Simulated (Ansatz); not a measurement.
# Phonons of Mg3ZnC (Pm-3m) against volume, part 2 of 2

Does Mg3ZnC (Pm-3m) expand much on heating, by its phonons?

Ansatz 0.2.0; DFT PBEsol, scalar-relativistic, plane waves, PAW; PAW set soft_1.

So far, highest frequency on the path or at a solved wavevector (cm⁻¹): step 2 (phonons on a q mesh) 577.

**4. Phonons at the other volume, volume ratio 0.97**

The phonons are repeated at this volume on the same k and q meshes.

input.yaml

```yaml
crystal:
  lattice:
    - [4.3184249219, 0.0, 0.0]
    - [0.0, 4.3184249219, 0.0]
    - [0.0, 0.0, 4.3184249219]
  atoms:
    - { symbol: Mg, position: [0.0, 0.5, 0.5] }
    - { symbol: Mg, position: [0.5, 0.5, 0.0] }
    - { symbol: Mg, position: [0.5, 0.0, 0.5] }
    - { symbol: Zn, position: [0.0, 0.0, 0.0] }
    - { symbol: C, position: [0.5, 0.5, 0.5] }
kpoints:
  mp_grid: { grid: [8, 8, 8] }
hamiltonian:
  xc: pbesol
  pseudopotentials: { kind: paw, azcp: { folder: soft_1 }, xc_functional: pbe }
scf:
  occupations: { method: methfessel_paxton, width: 0.2 }
output:
  eigenvalues: true
phonons:
  method: dfpt
  qmesh: [4, 4, 4]
  temperatures: { t_max: 1000, t_step: 50 }
  qpath:
    path:
      - [[0.0, 0.0, 0.0], [0.0, 0.5, 0.0], [0.5, 0.5, 0.0], [0.0, 0.0, 0.0], [0.5, 0.5, 0.5], [0.0, 0.5, 0.0]]
      - [[0.5, 0.5, 0.5], [0.5, 0.5, 0.0]]
    npoints: 10
```

Launch:

```console
$ ansatz run input.yaml --threads 4 --pin off --max-ram 10240MiB --backend cpu --events-out ev --progress --plain --runs-dir out
```

Numbers of over 12 decimals in the logs are rounded to 6 here.

Output:

```text
[...]
Crystal: 5 atoms, lattice volume = 80.533 Å³
Basis set: ecut = 420 eV, 1575 PW (Γ), exchange–correlation on 60×60×60 points (8 copies of the dense FFT grid, shifted against one another)
Bands: 28, of which v1, the nominal top of the filled ones, is band 23 counted from 1 (22 counted from 0)
Symmetry: 48 space group operations
k-points: 35 of 512
[...]
SCF iter   1: F=—  HF=-9264.753095 eV  |F-HF|=—  |Δ(HF+E_count)|=         —  Δρ=7.81e-2  dr2=9.61e0  ethr=3.10e-3  ⟨swp⟩=5.5  Hψ=4160  notcnv=0
[...]
SCF iter  12: F=-9262.758086 eV  HF=-9262.758086 eV  |F-HF|=1.82e-12  |Δ(HF+E_count)|=  4.55e-11  S|Δr|=    0.00e0  Δρ=6.03e-8  dr2=1.99e-12  ethr=1.00e-12  ⟨swp⟩=6.5  Hψ=5067  notcnv=0
SCF 1 converged in 12 iterations: F = -9262.758086 eV  dr2 = 1.99e-12
[...]
SCF iter   4: F=-9262.758086 eV  HF=-9262.758086 eV  |F-HF|=1.82e-12  |Δ(HF+E_count)|=  5.46e-12  S|Δr|=    0.00e0  Δρ=8.89e-8  dr2=2.99e-12  ethr=1.00e-12  ⟨swp⟩=3.0  Hψ=2451  notcnv=0
SCF 2 converged in 4 iterations: F = -9262.758086 eV  dr2 = 2.99e-12
[...]
NSCF: frozen V_eff on 35 k-points
WARN: eigensolver did not converge (k=1): 1 band(s) unlocked after 20 sweeps at ethr=1.27e-12 eV (storage-precision floor; scheduled 1.00e-12 eV) (lowest unlocked band 27, counted from 0; max residual 1.64e-5 eV among the unlocked bands, 1.64e-5 eV over every band; other slots of this pass that fall short are told together in one closing line; warning suppressed until the next SCF loop or pass starts)
WARN: eigensolver did not converge in 2 slots of this pass, the one above among them; of largest residual over every band (k=1): 1 band(s) unlocked (lowest unlocked band 27, counted from 0; max residual 1.64e-5 eV among the unlocked bands, 1.64e-5 eV over every band); of lowest unlocked band (k=1): band 27
[...]
SCF converged after 12 iterations
[...]
Free energy (F): -9262.758086 eV
[...]
Internal energy: -9262.757265 eV  (E = F + TS)
E sigma→0 (E₀):  -9262.757881 eV
Entropy (-TS):   -0.000820 eV (-0.164 meV/atom)
Fermi energy:    7.579109 eV
[...]
--- Band table (eV; the first three rows and the last of 35) ---
  k-point 0: bands = [... 19 lower, 4.8328, 4.8328, 4.8328, 9.3215, 9.3215, 10.3625, 10.3625, 10.3625, ... 1 higher]
  k-point 1: bands = [... 19 lower, 4.8080, 4.8988, 4.8988, 8.9233, 9.4336, 10.1490, 10.1490, 10.7140, ... 1 higher]
  k-point 2: bands = [... 19 lower, 4.8901, 5.0735, 5.0735, 8.0039, 9.6285, 9.6285, 9.7615, 11.7441, ... 1 higher]
  k-point 34: bands = [... 19 lower, 4.1255, 4.1255, 4.3858, 5.6804, 5.6804, 5.6804, 12.7995, 12.7995, ... 1 higher]
[...]
ASR residual: 4.720e-5 → 0.000e0 eV/Å²; symmetrization residual: 2.028e-6 eV/Å²
  ASR residual per site (eV/Å²): 4.72e-5 4.72e-5 4.72e-5 4.09e-5 2.17e-5
[...]
--- Phonons (arbitrary-q DFPT): 10 irreducible q on the 4×4×4 mesh ---
[...]
interpolated dispersion: 62 rows × 15 modes
[...]
```

The job ended after 10 min (4 threads of Intel Xeon Platinum 8559C (Emerald Rapids), shared host; peak memory 2.8 GiB).

This step gave:

* sum-rule residual before enforcement: 4.72e-5 eV/Å²
* highest frequency on the path or at a solved wavevector: 605.8 cm⁻¹
* mean frequency: 252.8 cm⁻¹
* Debye temperature (second moment): 567 K
* logarithmic mean frequency: 202.2 cm⁻¹
* highest optical mode at the zone centre (no LO-TO term): 597.6 cm⁻¹
* lowest optical zone-centre mode: 129.3 cm⁻¹
* lowest mode on the q mesh (acoustic modes at Γ apart): 58.94 cm⁻¹
* zero-point energy per atom: 47.01 meV
* heat capacity at 300 K: 21.43 J/(mol atoms K)
* vibrational entropy at 300 K: 27.68 J/(mol atoms K)

Frequencies (cm⁻¹) solved at each irreducible wavevector; negative means imaginary. Frequencies by wavevector, by row:

```csv
q in reciprocal lattice units,star,mode 1,mode 2,mode 3,mode 4,mode 13,mode 14,mode 15
0 0 0,1,0,0,0,129.3,597.6,597.6,597.6
0 0 0.25,6,62.7,62.7,86.5,130.6,561.1,595.8,595.8
0 0 -0.5,3,91.4,91.4,93.2,133.8,475.2,599.5,599.5
0 0.25 0.25,12,74.3,82.2,90.7,134.2,561.8,562,598
0 0.25 -0.5,12,83.2,87.9,92.9,110.2,502.1,565.7,596.5
0 -0.5 -0.5,3,58.9,89.8,89.8,95.8,514.4,514.4,605.8
0.25 0.25 0.25,8,82.6,82.6,92.3,129.8,556.6,556.6,570.8
0.25 0.25 -0.5,12,88.7,89.1,90.9,108.4,500,551.4,573.3
0.25 -0.5 -0.5,6,65.3,90.4,90.4,94.4,498.1,498.1,556.1
-0.5 -0.5 -0.5,1,71.3,71.3,71.3,91.6,483.8,483.8,483.8
```

The highest optical mode at the zone centre (no LO-TO term) is 597.6 cm⁻¹, +28.9 cm⁻¹ against the base run.

**5. Relaxing at another volume, volume ratio 1.03**

The volume is scaled by 1.03 and held; symmetry leaves nothing to relax, so this is a single point. The modes can then be followed against volume.

input.yaml, the sections that differ from step 4:

```yaml
crystal:
  lattice:
    - [4.4056893404, 0.0, 0.0]
    - [0.0, 4.4056893404, 0.0]
    - [0.0, 0.0, 4.4056893404]
  atoms:
    - { symbol: Mg, position: [0.0, 0.5, 0.5] }
    - { symbol: Mg, position: [0.5, 0.5, 0.0] }
    - { symbol: Mg, position: [0.5, 0.0, 0.5] }
    - { symbol: Zn, position: [0.0, 0.0, 0.0] }
    - { symbol: C, position: [0.5, 0.5, 0.5] }
output:
  forces: true
  stress: true
  eigenvalues: true
# kpoints, hamiltonian, scf: as in step 4
# phonons: removed
```

Output:

```text
[...]
Crystal: 5 atoms, lattice volume = 85.515 Å³
Basis set: ecut = 420 eV, 1743 PW (Γ), exchange–correlation on 60×60×60 points (8 copies of the dense FFT grid, shifted against one another)
Bands: 28, of which v1, the nominal top of the filled ones, is band 23 counted from 1 (22 counted from 0)
Symmetry: 48 space group operations
[...]
k-points: 35 of 512
[...]
k-point 0: bands = [... 19 lower, 4.3505, 4.3505, 4.3505, 8.6236, 8.6236, 9.6608, 9.6608, 9.6608, ... 1 higher]
  k-point 1: bands = [... 19 lower, 4.3139, 4.4129, 4.4129, 8.2568, 8.7338, 9.4682, 9.4682, 9.9387, ... 1 higher]
  k-point 2: bands = [... 19 lower, 4.3698, 4.5777, 4.5777, 7.3536, 8.9903, 8.9903, 9.0580, 10.9033, ... 1 higher]
  k-point 34: bands = [... 19 lower, 3.6323, 3.6323, 3.8568, 5.2130, 5.2130, 5.2130, 11.9427, 11.9427, ... 1 higher]
[key lines of the parts left out:]
SCF converged after 10 iterations
Free energy (F): -9262.759870 eV
Fermi energy:    6.993362 eV
P = ⅓ Tr σ = -1.8098 GPa (-18.098 kbar)
```

It took 1.3 s on 4 threads; peak memory 0.44 GiB; 4.2 s of CPU time.

Numbers from this step:

```
pressure        : -1.810 GPa
volume per atom : 17.10 Å³
```

The run ends at a pressure of -1.81 GPa.

**6. Phonons at the other volume, volume ratio 1.03**

The phonons are repeated at this volume on the same k and q meshes.

Edit input.yaml of step 5 so:

```diff
@@ -19,4 +19,11 @@
 output:
-  forces: true
-  stress: true
   eigenvalues: true
+phonons:
+  method: dfpt
+  qmesh: [4, 4, 4]
+  temperatures: { t_max: 1000, t_step: 50 }
+  qpath:
+    path:
+      - [[0.0, 0.0, 0.0], [0.0, 0.5, 0.0], [0.5, 0.5, 0.0], [0.0, 0.0, 0.0], [0.5, 0.5, 0.5], [0.0, 0.5, 0.0]]
+      - [[0.5, 0.5, 0.5], [0.5, 0.5, 0.0]]
+    npoints: 10
```

Output:

```text
[...]
Crystal: 5 atoms, lattice volume = 85.515 Å³
Basis set: ecut = 420 eV, 1743 PW (Γ), exchange–correlation on 60×60×60 points (8 copies of the dense FFT grid, shifted against one another)
Bands: 28, of which v1, the nominal top of the filled ones, is band 23 counted from 1 (22 counted from 0)
Symmetry: 48 space group operations
k-points: 35 of 512
[...]
k-point 34: bands = [... 19 lower, 3.6323, 3.6323, 3.8569, 5.2130, 5.2130, 5.2130, 11.9426, 11.9426, ... 1 higher]
[...]
ASR residual: 5.088e-5 → 0.000e0 eV/Å²; symmetrization residual: 1.718e-6 eV/Å²
  ASR residual per site (eV/Å²): 4.65e-5 4.65e-5 4.65e-5 1.96e-5 5.09e-5
[...]
--- Phonons (arbitrary-q DFPT): 10 irreducible q on the 4×4×4 mesh ---
[...]
interpolated dispersion: 62 rows × 15 modes
[...]
[key lines of the parts left out:]
SCF converged after 12 iterations
Free energy (F): -9262.759870 eV
Fermi energy:    6.993350 eV
```

The job ended after 12 min (4 threads; peak memory 2.9 GiB).

This step gave:

- sum-rule residual before enforcement: 5.09e-5 eV/Å²
- highest frequency on the path or at a solved wavevector: 549.5 cm⁻¹
- mean frequency: 232.6 cm⁻¹
- Debye temperature (second moment): 519 K
- logarithmic mean frequency: 186.9 cm⁻¹
- highest optical mode at the zone centre (no LO-TO term): 541.3 cm⁻¹
- lowest optical zone-centre mode: 115.3 cm⁻¹
- lowest mode on the q mesh (acoustic modes at Γ apart): 59.3 cm⁻¹
- zero-point energy per atom: 43.25 meV
- heat capacity at 300 K: 21.89 J/(mol atoms K)
- vibrational entropy at 300 K: 29.36 J/(mol atoms K)

Frequencies (cm⁻¹) solved at each irreducible wavevector; negative means imaginary. Frequencies by wavevector, by row:

```csv
q in reciprocal lattice units,star,mode 1,mode 2,mode 3,mode 4,mode 13,mode 14,mode 15
0 0 0,1,0,0,0,115.3,541.3,541.3,541.3
0 0 0.25,6,59.3,59.3,78.9,118.8,510.2,539.6,539.6
0 0 -0.5,3,83.5,83.5,84.4,124.9,435.1,542.9,542.9
0 0.25 0.25,12,68.7,75.4,81.1,125,510.6,511.4,541.9
0 0.25 -0.5,12,77.1,78.6,83.5,103.9,462.1,514.9,539.5
0 -0.5 -0.5,3,62.4,80.4,80.4,85.1,474.4,474.4,549.5
0.25 0.25 0.25,8,76.1,76.1,80.9,120.3,505.8,505.8,518.9
0.25 0.25 -0.5,12,80,81.5,83.5,104.5,460,500.3,521.7
0.25 -0.5 -0.5,6,68.5,81.7,81.7,85.2,459.4,459.4,504.7
-0.5 -0.5 -0.5,1,74.1,74.1,74.1,83.8,446.1,446.1,446.1
```

The highest optical mode at the zone centre (no LO-TO term) is 541.3 cm⁻¹, -27.5 cm⁻¹ against the base run.

**7. Grüneisen parameters**

The Grüneisen parameter of a mode is minus the logarithmic change of its frequency with volume, −d ln ω / d ln V; weighted by heat capacity it gives the expansion.

This step gave:

| Property | Result |
| --- | --- |
| bulk modulus | 65.6 GPa |

Phonon branches along the path, in cm⁻¹:

```csv
point,branch 1,branch 2,branch 3,branch 4,branch 12,branch 13,branch 14,branch 15
Γ,0,0,0,122,263,569,569,569
halfway,61,61,83,125,290,535,567,567
X,87,87,89,129,368,455,571,571
halfway,80,83,88,107,369,482,540,567
M,61,85,85,90,392,494,494,577
halfway,72,79,86,130,283,536,536,569
Γ,0,0,0,122,263,569,569,569
halfway,79,79,86,125,311,530,530,544
R,73,73,73,88,434,464,464,464
halfway,84,85,87,106,376,480,525,547
X,87,87,89,129,368,455,571,571
jump to R,73,73,73,88,434,464,464,464
halfway,67,86,86,90,403,478,478,530
M,61,85,85,90,392,494,494,577
```

The same for volume x 0.97:

```csv
point,branch 1,branch 2,branch 3,branch 4,branch 12,branch 13,branch 14,branch 15
Γ,0,0,0,129,268,598,598,598
X,91,91,93,134,388,475,600,600
M,59,90,90,96,411,514,514,606
Γ,0,0,0,129,268,598,598,598
R,71,71,71,92,453,484,484,484
X,91,91,93,134,388,475,600,600
R,71,71,71,92,453,484,484,484
M,59,90,90,96,411,514,514,606
```

The same for volume x 1.03:

```csv
point,branch 1,branch 2,branch 3,branch 4,branch 12,branch 13,branch 14,branch 15
Γ,0,0,0,115,258,541,541,541
X,84,84,84,125,350,435,543,543
M,62,80,80,85,373,474,474,550
Γ,0,0,0,115,258,541,541,541
R,74,74,74,84,415,446,446,446
X,84,84,84,125,350,435,543,543
R,74,74,74,84,415,446,446,446
M,62,80,80,85,373,474,474,550
```

Mode Grueneisen parameter -dln(w)/dln(V), modes matched by rank; at Γ the acoustic branches take the value of a neighbouring point of the path. The mode Grüneisen parameters at the labelled points ():

```csv
point,branch 1,branch 2,branch 3,branch 4,branch 12,branch 13,branch 14,branch 15
Γ,0.65,0.65,1.72,1.91,0.65,1.65,1.65,1.65
halfway,0.93,0.93,1.53,1.58,1.08,1.58,1.65,1.65
X,1.51,1.51,1.65,1.13,1.74,1.47,1.65,1.65
halfway,1.27,1.86,1.80,0.98,1.70,1.38,1.57,1.67
M,-0.96,1.84,1.84,1.99,1.61,1.35,1.35,1.63
halfway,1.31,1.44,1.86,1.20,1.08,1.59,1.57,1.64
Γ,0.55,1.53,1.49,1.91,0.65,1.65,1.65,1.65
halfway,1.37,1.37,2.20,1.27,1.13,1.59,1.59,1.59
R,-0.64,-0.64,-0.64,1.48,1.44,1.35,1.35,1.35
halfway,1.72,1.49,1.41,0.61,1.61,1.39,1.62,1.57
X,1.51,1.51,1.65,1.13,1.74,1.47,1.65,1.65
jump to R,-0.64,-0.64,-0.64,1.48,1.44,1.35,1.35,1.35
halfway,-0.80,1.69,1.69,1.71,1.52,1.35,1.35,1.62
M,-0.96,1.84,1.84,1.99,1.61,1.35,1.35,1.63
```

(dS/dlnV)/C_V. The thermodynamic Grueneisen parameter by temperature:

```csv
temperature (K),thermodynamic Grueneisen parameter
50,1.29
100,1.26
150,1.27
200,1.28
250,1.28
300,1.29
350,1.30
400,1.30
450,1.30
500,1.30
550,1.31
600,1.31
650,1.31
700,1.31
750,1.31
800,1.31
850,1.31
900,1.31
950,1.31
1000,1.31
```

Gamma C_V/(B V) at the static volume. Volume expansion against temperature:

```csv
temperature (K),volume expansion (1e-6/K)
50,11.7
100,24.5
150,32.0
200,37.0
250,40.4
300,42.7
350,44.3
400,45.4
450,46.3
500,46.9
550,47.4
600,47.8
650,48.1
700,48.3
750,48.5
800,48.7
850,48.8
900,48.9
950,49.0
1000,49.1
```

**8. Outcome**

```yaml
bulk_modulus: 65.6 GPa
thermodynamic_grueneisen_parameter_at_300_k: 1.292
volume_expansion_at_300_k_estimated: 42.67 × 10⁻⁶ K⁻¹
```

In words: By this estimate the volume grows by 42.7 × 10⁻⁶ per kelvin at 300 K. The highest optical mode at Γ goes from 598 to 541 cm⁻¹ as the cell grows, a Grüneisen parameter of 1.65. Mode parameters on the path run from -0.96 to 2.2, with a median of 1.4. Modes with negative values stiffen as the cell grows and pull against the expansion. Branches are matched by rank, so values near crossings are rough. The expansion is the Grüneisen estimate at the static volume, with the static bulk modulus. With no gap, or one that is small against the smearing, the frequencies hang on the k mesh and the smearing, most of all near Kohn anomalies. The PAW files were made for PBE and serve the other functionals too.

[Logs are printed without paths, hosts, clocks, repeated set-up lines and the standing remarks that a program may print on its own settings, such as how far it seeks lower states.]

[Hosts, paths, dates, database ids (printed as entryN), source tags and the programs' standing remarks are cut or masked in the printed files.]
